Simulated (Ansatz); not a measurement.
# LuBi (Fm-3m): from the cell to its phonons

How does LuBi (Fm-3m) vibrate, and is this structure a minimum?

Method: DFT PBEsol, scalar-relativistic, plane waves, PAW; PAW set soft_1, in Ansatz 0.2.0.

Most raw output is cut from this account.

## Step 1: The starting structure

The structure is cubic, space group Fm-3m (No. 225). Conventional cell: a = 6.204 Å, b = 6.204 Å, c = 6.204 Å, α = 90.00°, β = 90.00°, γ = 90.00°. Lu has 6 Bi at 3.10 Å nearest. Nearest to Bi lie 6 Lu at 3.10 Å. Farther neighbours are not listed.

## Step 2: Bringing the structure to rest

Harmonic phonons are second derivatives at a point where the forces vanish, and they are wanted at zero stress, so atoms and cell are relaxed first.

Input file input.yaml:

```yaml
crystal:
  lattice:
    - [0.0, 3.1019669897, 3.1019669897]
    - [3.1019669897, 0.0, 3.1019669897]
    - [3.1019669897, 3.1019669897, 0.0]
  atoms:
    - { symbol: Lu, position: [0.5, 0.5, 0.5] }
    - { symbol: Bi, position: [0.0, 0.0, 0.0] }
kpoints:
  mp_grid: { grid: [12, 12, 12] }
hamiltonian:
  xc: pbesol
  pseudopotentials: { kind: paw, azcp: { folder: soft_1 }, xc_functional: pbe }
scf:
  occupations: { method: gaussian, width: 0.1 }
output:
  forces: true
  stress: true
  eigenvalues: true
  write_density: true
  write_potential: true
  elf: true
  volumetric_format: npy
relax:
  adjacent_minimum: "off"
  f_tol: 0.005
  max_steps: 80
  cell: { stress_tol: 0.05 }
```

Run with:

```sh
> ansatz run input.yaml --threads 4 --pin off --max-ram 10240MiB --backend cpu --events-out ev --progress --plain --runs-dir out
```

It took 9.4 s on 4 threads of Arm Neoverse V1, shared host; peak memory 0.43 GiB.

The steps of the relaxation:

```csv
step,energy less that of the first step (eV),largest force component (eV/Å),pressure (GPa),volume (Å³)
1,0.0000,0.0000,-1.95,59.70
2,-0.0076,0.0000,1.43,56.42
3,-0.0129,0.0000,-0.07,57.76
4,-0.0129,0.0000,0.00,57.69
5*,-0.0126,0.0000,-0.01,57.69
```

Relaxation steps marked * repeat the geometry before them on a plane-wave basis chosen anew for their cell, so energy and pressure can jump there.

Forces are held to the 48 operations that the run works with; a distortion that breaks them can't arise in this run.

```csv
"conventional cell, symmetrised",before,after,change
a (Å),6.204,6.134,-1.1 %
b (Å),6.204,6.134,-1.1 %
c (Å),6.204,6.134,-1.1 %
volume (Å³/atom),29.85,28.85,-3.4 %
```

The relaxed structure:

```cif
data_structure
_symmetry_space_group_name_H-M 'P 1'
_symmetry_Int_Tables_number 1
_cell_length_a 4.3373
_cell_length_b 4.3373
_cell_length_c 4.3373
_cell_angle_alpha 60.000
_cell_angle_beta 60.000
_cell_angle_gamma 60.000
_cell_volume 57.69
loop_
_atom_site_label
_atom_site_type_symbol
_atom_site_fract_x
_atom_site_fract_y
_atom_site_fract_z
_atom_site_occupancy
Lu1 Lu 0.50000 0.50000 0.50000 1
Bi2 Bi 0.00000 0.00000 0.00000 1
```

This step gave:

```yaml
pressure: -0.007144 GPa
volume_per_atom: 28.85 Å³
gap_on_the_k_mesh: 0 eV
```

Electrostatic potential energy in the ac plane of the conventional cell at fractional y = 0.000, with atoms of Lu and Bi within 0.2 Å of it. With pseudopotentials it is smooth inside the atoms' cores, unlike the true potential.

Ten even steps from '_' (-64 eV) to '@' (15 eV), each cell a mean:
```
::--++%%@@%%**..____--##@@@@##==::
--++##@@@@@@##==::--**%%@@@@%%**==
##%%@@@@@@@@@@%%####%%@@@@@@@@%%##
@@@@@@@@@@@@@@@@@@@@@@@@@@@@@@@@@@
@@@@@@@@@@@@@@@@@@@@@@@@@@@@@@@@@@
##%%@@@@@@@@@@%%####%%@@@@@@@@%%##
--++##@@@@@@##++====**%%@@@@%%**--
__..**%%@@%%++--::::==##@@@@##--__
__..++%%@@%%++::::::==##@@@@##::__
__--##%%@@%%**--::--++%%@@@@%%==..
++**%%@@@@@@%%**++++##@@@@@@@@##**
%%%%@@@@@@@@@@%%%%%%@@@@@@@@@@@@%%
@@@@@@@@@@@@@@@@@@@@@@@@@@@@@@@@@@
%%@@@@@@@@@@@@%%%%%%@@@@@@@@@@@@%%
++**%%@@@@@@%%##++**##@@@@@@@@##++
--==**@@@@%%**--....++%%@@@@%%++--
::--++%%@@%%++______--##@@@@##--::
```
Columns run along a (6.1 Å; values clipped at the 3rd and 97th percentile), rows up along c (6.1 Å), edges of the conventional cell, whose origin can differ from the input's. Atoms in or near the plane, at fractional coordinates: Lu at (0.50, 0.00), Lu at (0.00, 0.50), Bi at (0.00, 0.00), Bi at (0.50, 0.50).

ELF in the ac plane of the conventional cell at fractional y = 0.000, with atoms of Lu and Bi within 0.2 Å of it. It is the smooth field of the valence electrons, not physical close to the nuclei.

Ten even steps from '0' (0.09) to '9' (0.84), each cell a mean:
```
01354169998325420
23453037985015532
44553002430014554
55532111211113455
22112355555431112
32003554445541003
97204543223551058
99614531002451389
89614530002452499
99404542013451279
74103544334551036
10002455555531001
43322234444322334
55542000110013555
34453014662015543
12453049997225431
01354179899325420
```
Columns run along a (6.1 Å), rows up along c (6.1 Å), edges of the conventional cell, whose origin can differ from the input's. Atoms in or near the plane, at fractional coordinates: Lu at (0.50, 0.00), Lu at (0.00, 0.50), Bi at (0.00, 0.00), Bi at (0.50, 0.50).

Valence density in the ac plane of the conventional cell at fractional y = 0.000, with atoms of Lu and Bi within 0.2 Å of it. It is the smooth field of the valence electrons, not physical close to the nuclei.

Values in e/Å³, 9 rows by 16 columns, each cell a mean:
```
 5  3  1  0  0  0  3 13 18  6  1  0  0  1  2  4
 1  0  0  0  0  0  0  1  1  0  0  0  0  0  0  1
 0  0  0  0  0  0  0  0  0  0  0  0  0  0  0  0
 9  3  1  0  0  0  1  3  4  2  1  0  0  0  2  7
34 11  1  0  0  1  3  6  7  4  1  0  0  1  5 24
 4  2  0  0  0  0  1  2  2  1  0  0  0  0  1  3
 0  0  0  0  0  0  0  0  0  0  0  0  0  0  0  0
 1  1  0  0  0  0  0  1  2  1  0  0  0  0  1  1
 7  4  1  0  0  1  4 19 27  9  1  0  0  1  3  6
```
Columns run along a (6.1 Å), rows up along c (6.1 Å), edges of the conventional cell, whose origin can differ from the input's. Atoms in or near the plane, at fractional coordinates: Lu at (0.50, 0.00), Lu at (0.00, 0.50), Bi at (0.00, 0.00), Bi at (0.50, 0.50).

In this step the volume went from 29.85 to 28.85 Å³/atom.

## Step 3: Tight relaxation

Phonons need a cell at rest on their own settings, so the relaxation is repeated with tight tolerances on forces and stress, using the mesh and the filling of the phonon run that follows.

input.yaml, the sections that differ from step 2:

```yaml
crystal:
  lattice:
    - [0.0, 3.0669197206, 3.0669197206]
    - [3.0669197206, 0.0, 3.0669197206]
    - [3.0669197206, 3.0669197206, 0.0]
  atoms:
    - { symbol: Lu, position: [0.5, 0.5, 0.5] }
    - { symbol: Bi, position: [0.0, 0.0, 0.0] }
scf:
  occupations: { method: methfessel_paxton, width: 0.2 }
output:
  forces: true
  stress: true
  eigenvalues: true
relax:
  adjacent_minimum: "off"
  f_tol: 0.001
  max_steps: 60
  cell: { stress_tol: 0.01 }
# kpoints, hamiltonian: as in step 2
```

It took 3.9 s on 4 threads; peak memory 0.43 GiB.

Little changed from the start: no atom moved by 0.005 Å and no cell edge by 0.1 %.

This step gave:

- pressure: -0.006376 GPa

The forces vanish by symmetry and the pressure is -0.006 GPa, within the tolerances set. The cell now holds 28.85 Å³/atom.

## Step 4: Modes at Γ

The zone centre comes first: it holds the modes that light can see, as far as symmetry allows. No field response is asked, since the mesh shows no gap.

Changes to input.yaml since step 3:

```diff
@@ -16,9 +16,4 @@
 output:
-  forces: true
-  stress: true
   eigenvalues: true
-relax:
-  adjacent_minimum: "off"
-  f_tol: 0.001
-  max_steps: 60
-  cell: { stress_tol: 0.01 }
+phonons:
+  method: dfpt
```

The job ended after 18 s (4 threads; peak memory 0.94 GiB; 69 s of CPU time).

Numbers from this step:

| Quantity | Value |
| --- | --- |
| sum-rule residual before enforcement | 8.37e-5 eV/Å² |
| point group | m-3m |
| highest optical mode at the zone centre (no LO-TO term) | 118.8 cm⁻¹ |
| lowest optical zone-centre mode | 118.8 cm⁻¹ |

Patterns of degenerate modes are one choice out of their space. The modes at Γ (shares of kinetic energy by element, %):

```csv
mode,frequency (cm⁻¹),symmetry,Lu %,Bi %
1,0.0,acoustic,46,54
2,0.0,acoustic,46,54
3,0.0,acoustic,46,54
4,118.8,T1u,54,46
5,118.8,T1u,54,46
6,118.8,T1u,54,46
```

Displacements in mode 6 (118.8 cm⁻¹), the largest set to 1:
```
Lu1  0.00  0.67  1.00
Bi2  0.00 -0.56 -0.84
```

Before it was imposed, the acoustic sum rule was missed by 8.4e-5 eV/Å². Small misses are needed for a sound result but don't prove that mesh and cutoff are converged. The lowest optical mode is real, 119 cm⁻¹.

## Step 5: The dispersion

Stability and thermal properties need the whole zone. Linear response on a 4×4×4 q mesh gives force constants as far as a supercell of that size would.

Changes to input.yaml since step 4:

```diff
@@ -19 +19,8 @@
   method: dfpt
+  qmesh: [4, 4, 4]
+  temperatures: { t_max: 1000, t_step: 50 }
+  qpath:
+    path:
+      - [[0.0, 0.0, 0.0], [0.5, 0.0, 0.5], [0.625, 0.25, 0.625]]
+      - [[0.375, 0.375, 0.75], [0.0, 0.0, 0.0], [0.5, 0.5, 0.5], [0.5, 0.25, 0.75], [0.5, 0.0, 0.5]]
+    npoints: 10
```

Wall time 9.5 min (4 threads); peak memory 5.6 GiB; 37 min of CPU time.

Numbers from this step:

```yaml
sum_rule_residual_before_enforcement: 4.74e-5 eV/Å²
lowest_frequency_on_the_path: 0 cm⁻¹
highest_frequency_on_the_path_or_at_a_solved_wavevector: 129.2 cm⁻¹
mean_frequency: 87.9 cm⁻¹
debye_temperature_second_moment: 173 K
logarithmic_mean_frequency: 81.1 cm⁻¹
lowest_mode_on_the_q_mesh_acoustic_modes_at_gamma_apart: 29.38 cm⁻¹
zero_point_energy_per_atom: 16.35 meV
heat_capacity_at_300_k: 24.53 J/(mol atoms K)
vibrational_entropy_at_300_k: 48.69 J/(mol atoms K)
```

Frequencies (cm⁻¹) solved at each irreducible wavevector; negative means imaginary. Frequencies by wavevector, by row:

```csv
q in reciprocal lattice units,star,mode 1,mode 2,mode 3,mode 4,mode 5,mode 6
0 0 0,1,0,0,0,118.8,118.8,118.8
0 0 0.25,8,47.6,47.6,64.6,110.4,110.4,128.4
0 0 -0.5,4,81.3,81.3,90.1,90.1,104.3,120.8
0 0.25 0.25,6,29.4,29.4,89,100.2,121,121
0 0.25 -0.5,24,57.3,61.4,69.7,109.6,117.6,123.5
0 0.25 -0.25,12,37.8,80.3,92.3,99.6,108.5,125
0 -0.5 -0.5,3,37.9,38.2,38.2,117.1,117.1,128.9
0.25 -0.5 -0.25,6,40.6,40.6,96.9,97.6,126.1,126.1
```

Interpolated from a 4×4×4 q mesh. Phonon branches along the path, in cm⁻¹:

```csv
point,branch 1,branch 2,branch 3,branch 4,branch 5,branch 6
Γ,0,0,0,119,119,119
halfway,29,29,89,100,121,121
X,38,38,38,117,117,129
halfway,39,45,49,115,120,128
U,40,60,69,109,122,128
jump to K,40,60,69,109,122,128
halfway,34,65,80,101,118,123
Γ,0,0,0,119,119,119
halfway,48,48,65,110,110,128
L,81,81,90,90,104,121
halfway,61,64,94,95,118,122
W,41,41,97,98,126,126
halfway,39,40,64,114,121,128
X,38,38,38,117,117,129
```

The phonon density of states has structure finer than the step of the table below, so its rows give means over 5 cm⁻¹, whole bins alone (the curve runs from 0.5 to 130 cm⁻¹). Peaks (cm⁻¹: height): 40.5: 0.103, 91.5: 0.0837, 124.5: 0.227.

Tetrahedra on a 20×20×20 mesh, mean over bins of 1 cm-1. Interpolated from a 4×4×4 q mesh. The phonon density of states by wavenumber; means over each step:

```csv
wavenumber (cm⁻¹),phonon density of states (1/cm⁻¹/cell)
5,1.0e-4
10,6.5e-4
15,0.00170
20,0.0036
25,0.00702
30,0.0145
35,0.0302
40,0.0759
45,0.0571
50,0.0471
55,0.0437
60,0.0424
65,0.0421
70,0.0425
75,0.0435
80,0.0385
85,0.0329
90,0.0645
95,0.0357
100,0.0689
105,0.0584
110,0.0702
115,0.0800
120,0.121
125,0.166
```

Phonopy on the run's constants, 17x17x17 mesh, Gaussian sigma 2.0 cm-1. Interpolated from a 4×4×4 q mesh. Partial phonon density of states against wavenumber; read off at these points; values in 1/cm⁻¹/cell:

```csv
wavenumber (cm⁻¹),Bi,Lu
-5.0,2.0e-6,2.0e-6
0.0,6.6e-5,5.0e-5
5.0,2.2e-5,1.6e-5
10.0,5.1e-4,4.3e-4
15.0,8.0e-4,6.8e-4
20.0,0.00215,0.00186
25.0,0.00388,0.00343
30.0,0.00806,0.00732
35.0,0.0172,0.0164
40.0,0.0363,0.0371
41.0,0.0368,0.0379
45.0,0.0280,0.0292
50.0,0.0201,0.0214
55.0,0.0215,0.0240
60.0,0.0204,0.0241
65.0,0.0160,0.0203
70.0,0.0203,0.0272
75.0,0.0145,0.0248
80.0,0.0169,0.0268
85.0,0.0188,0.0149
90.0,0.0319,0.0196
95.0,0.0359,0.0190
100.0,0.0393,0.0201
105.0,0.0335,0.0249
110.0,0.0348,0.0340
115.0,0.0402,0.0408
120.0,0.0581,0.0668
123.8,0.0778,0.0924
125.0,0.0707,0.0826
130.0,0.00987,0.0109
135.0,3.0e-5,3.4e-5
140.0,0,0
```

Second derivatives of the energy by pair, one row for each kind of neighbour of each atom listed. Each entry sums the pair over the periodic images of the supercell that the q mesh stands for, and in a polar crystal it holds the long-range dipole part too. Force constants by pair, by row:

```csv
atom,neighbour,distance (Å),third of the trace (eV/Å²),along the pair's line (eV/Å²)
Lu1,itself,0,5.578,–
Lu1,Bi,3.067,-0.8661,-2.447
Lu1,Lu,4.337,-0.025,-0.423
Lu1,Bi,5.312,-0.0399,-0.0402
Lu1,Lu,6.134,-0.0693,-0.1356
Lu1,Bi,6.858,0.0281,0.0935
Bi2,itself,0,6.702,–
Bi2,Lu,3.067,-0.8661,-2.447
Bi2,Bi,4.337,-0.0893,-0.3342
Bi2,Lu,5.312,-0.0399,-0.0402
Bi2,Bi,6.134,-0.0811,-0.205
Bi2,Lu,6.858,0.0281,0.0935
```

Harmonic thermodynamic functions per atom, from the density of states. Interpolated from a 4×4×4 q mesh. Thermodynamic functions, by row:

```csv
T (K),F_vib (meV/atom),S (J/mol-atom/K),C_V (J/mol-atom/K)
0,16.35,0,0
50,14.57,9.864,15.02
100,5.9,22.85,21.61
200,-26.88,38.84,24.03
300,-72.57,48.69,24.53
400,-126.9,55.78,24.71
500,-187.7,61.3,24.79
600,-253.6,65.83,24.84
700,-323.9,69.66,24.87
800,-397.8,72.98,24.88
900,-475,75.91,24.9
1000,-555.1,78.54,24.9
```

Harmonic mean-square displacement, third of the trace. Interpolated from a 4×4×4 q mesh. Mean square displacements, by row:

```csv
T (K),Lu1 U_eq (Å²),Bi2 U_eq (Å²)
0,0.00132,0.0011
100,0.00347,0.0029
300,0.0098,0.00821
600,0.01949,0.01632
```

Symmetry leaves 8 wavevectors to solve. The lowest mode among them, the acoustic zeros apart, lies at q = (0, 0.25, 0.25) and is real, 29.4 cm⁻¹.

## Step 6: What came out

```json
{"space group after relaxation (within 0.01 Å)": "Fm-3m", "volume per atom": "28.8 Å³", "electronic character": "no gap on this mesh", "highest optical mode at the zone centre (no LO-TO term)": "119 cm⁻¹", "lowest optical zone-centre mode": "119 cm⁻¹", "lowest mode on the q mesh (acoustic modes at Γ apart)": "29.4 cm⁻¹", "highest frequency on the path or at a solved wavevector": "129 cm⁻¹", "zero-point energy per atom": "16.4 meV", "heat capacity at 300 K": "24.5 J/(mol atoms K)", "vibrational entropy at 300 K": "48.7 J/(mol atoms K)", "Debye temperature (second moment)": "173 K", "imaginary modes on the 4×4×4 q mesh": "none"}
```

What this shows: The structure is a minimum as far as tested: no mode is imaginary at the 8 irreducible wavevectors of the 4×4×4 mesh, and the softest away from the acoustic zeros lies at 29 cm⁻¹. The optical modes at Γ form one degenerate level at 119 cm⁻¹. With no gap, or one that is small against the smearing, the frequencies hang on the k mesh and the smearing, most of all near Kohn anomalies. Spin-orbit coupling is left out, which can matter for the heavy elements here. The PAW files were made for PBE and serve the other functionals too. A phonon run warned that its eigensolver left some bands unconverged in a pass. These are harmonic frequencies at zero temperature: anharmonic shifts, linewidths and thermal expansion are left out.

[Logs are printed without paths, hosts, clocks, repeated set-up lines and the standing remarks that a program may print on its own settings, such as how far it seeks lower states.]

[Hosts, paths, dates, database ids (printed as entryN), source tags and the programs' standing remarks are cut or masked in the printed files.]
